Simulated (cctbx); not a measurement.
# What is wrong with this refinement?

Cell a = 4.2580 Å, b = 10.6960 Å, c = 14.2610 Å, α = 90.00°, β = 90.00°, γ = 90.00°; space group Cmcm (no. 63). The compound is Ti2GeBi3Pd2.

The data are simulated with cctbx, not measured: synchrotron X-rays, λ = 0.4959 Å, to d = 0.84 Å, 80 % of the full sphere, strongest reflection 70000 counts, noise from counting, a 3 % proportional error and a noise floor of 15 counts (s.d.); no absorption.

An anisotropic refinement with weights 1/σ² prints:

```text
Rint 0.027, 340 unique reflections to 0.84 A
cycle     R1     wR2    GooF  max shift (A)
   1  0.1709  0.4076  19.858   0.01238
   2  0.1719  0.3906  19.031   0.00013
final R1 0.1719 wR2 0.3906 GooF 19.031  parameters 20  data/parameter 17.0
atom        x        y        z      Ueq    occ   su(xyz)  su(Uiso or U11)
Bi1    0.50000  0.35977  0.75000  -0.0001  1.000  0.00055  0.0030  NPD
Bi2    0.50000  0.07739  0.89110  -0.0022  1.000  0.00033  0.0025  NPD
Pd1    0.00000  0.29354  0.90697  -0.0029  1.000  0.00083  0.0047  NPD
Ge1    0.00000  0.16173  0.75000   0.0081  1.000  0.00182  0.0098
difference map: max 75.51 min -6.80 rms 4.20
Q1    0.0000  0.1286  0.0393    8   75.98  2.41 A from Pd1
Q2    0.0000  0.1373  0.2500    4   44.21  0.03 A from Bi1
Q3    0.0000  0.4256  0.1059    8   35.11  0.05 A from Bi2
Q4    0.0000  0.1519  0.7500    4   20.25  0.10 A from Ge1
Q5    0.0000  0.3066  0.5994    8   13.65  0.17 A from Pd1
Q6    0.0000  0.0098  0.0603    8    4.93  2.43 A from Bi2
```

**Question.** Can this result stand? If not, what is the likely fault?

Mend it. The fault: an atom left out, Ti at (1/2, 0.3720, 0.9613). Against the right model at the same level, R1 goes from 0.0076 to 0.1719 and GooF from 0.89 to 19.03, the top difference peak, 76.0 e/Å³, lies 2.41 Å from Pd1 and Bi1, Bi2 and Pd1 go non-positive-definite. Q1 is the missing atom. With scattering power missing, scale and phases suffer, so peaks may also grow on the heavy atoms.

The compound is Ti2GeBi3Pd2. The right model at the same level gives:

```text
Rint 0.027, 340 unique reflections to 0.84 A
cycle     R1     wR2    GooF  max shift (A)
   1  0.0113  0.0298   1.466   0.00133
   2  0.0076  0.0181   0.892   0.00000
final R1 0.0076 wR2 0.0181 GooF 0.892  parameters 26  data/parameter 13.1
atom        x        y        z      Ueq    occ   su(xyz)  su(Uiso or U11)
Bi1    0.50000  0.36000  0.75000   0.0033  1.000  0.00002  0.0001
Bi2    0.50000  0.07699  0.89130   0.0029  1.000  0.00002  0.0001
Pd1    0.00000  0.29321  0.90662   0.0029  1.000  0.00004  0.0002
Ge1    0.00000  0.16068  0.75000   0.0061  1.000  0.00007  0.0004
Ti1    0.50000  0.37225  0.96125   0.0055  1.000  0.00009  0.0004
difference map: max 0.74 min -0.71 rms 0.18
Q1    0.2648  0.0662  0.7500    8    0.75  1.51 A from Ge1
Q2    0.0000  0.0217  0.2500    4    0.74  1.26 A from Bi1
Q3    0.0000  0.4329  0.2500    4    0.70  2.02 A from Bi2
Q4    0.0000  0.1504  0.6949    8    0.63  0.79 A from Ge1
Q5    0.2042  0.2358  0.5736   16    0.63  1.10 A from Pd1
Q6    0.0000  0.2766  0.1881    8    0.55  1.71 A from Bi1
```

This is a model crystal, built by substitution and not relaxed, with assumed displacement parameters.

[Middle refinement cycles are left out of these outputs.]

[Logs are printed without paths, hosts, clocks, repeated set-up lines and the standing remarks that a program may print on its own settings, such as how far it seeks lower states.]
